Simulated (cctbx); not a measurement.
**Resonant diffraction in MnInSiO5**

Space group C2/c (no. 15), a = 6.9320 Å, b = 8.4280 Å, c = 7.3630 Å, α = 90.00°, β = 115.86°, γ = 90.00°.

```
atom  mult.       x       y       z  Ueq (Å²)
 In1      4     1/2  0.6614     1/4    0.0164
 Mn1      4     1/2       0       0    0.0273
 Si1      4     1/2  0.3210     1/4    0.0303
  O1      4     1/2  0.0777     3/4    0.0331
  O2      8  0.1826  0.0483  0.9101    0.0309
  O3      8  0.3959  0.2142  0.3864    0.0351
```

This is a model crystal, built by substitution and not relaxed, with assumed displacement parameters.

Calculated with cctbx: free-atom f′ and f″ from the Sasaki tables, no fine structure; amplitudes in electrons.

| E (eV) | F 0 0 2 | F 1 3 1 | F 0 4 0 | F 2 2 1 |
| --- | --- | --- | --- | --- |
| 27340 | 110.3 | 83.9 | 6.5 | 106.0 |
| 27690 | 107.3 | 83.6 | 8.2 | 103.4 |
| 27820 | 104.6 | 83.3 | 9.7 | 101.2 |
| 27880 | 102.1 | 83.1 | 11.2 | 99.1 |
| 27910 | 99.6 | 82.9 | 12.6 | 97.0 |
| 27925 | 97.2 | 82.6 | 14.0 | 94.9 |
| 27932 | 95.0 | 82.4 | 15.2 | 93.0 |
| 27936 | 93.0 | 82.2 | 16.4 | 91.3 |
| 27944 | 90.0 | 81.9 | 19.8 | 88.8 |
| 27948 | 93.8 | 82.2 | 17.8 | 92.0 |
| 27955 | 97.2 | 82.6 | 16.0 | 94.9 |
| 27970 | 100.1 | 82.8 | 14.5 | 97.3 |
| 28000 | 102.8 | 83.1 | 13.2 | 99.7 |
| 28090 | 106.4 | 83.4 | 11.5 | 102.7 |
| 28340 | 110.2 | 83.8 | 9.7 | 105.9 |

**Question.** Which edge is crossed, and why do the reflections move as they do?

The K edge of In. The edge is at 27940 eV. f′ of In falls from -4.8 e at 27820 eV to -7.8 e at 4 eV below it, and f″ steps from 0.56 to 3.58 e across it. Over that approach |F| changes by -11 % (0 0 2), -1 % (1 3 1), +69 % (0 4 0) and -10 % (2 2 1): a reflection falls where In scatters in phase with the total and rises where it scatters against it; it hardly moves where the In term is small or cancels by symmetry. Above the edge the larger f″ enters the imaginary part, where it can add to or cancel the other atoms' f″. The structure is centrosymmetric, so Friedel mates stay equal.

[Logs are printed without paths, hosts, clocks, repeated set-up lines and the standing remarks that a program may print on its own settings, such as how far it seeks lower states.]
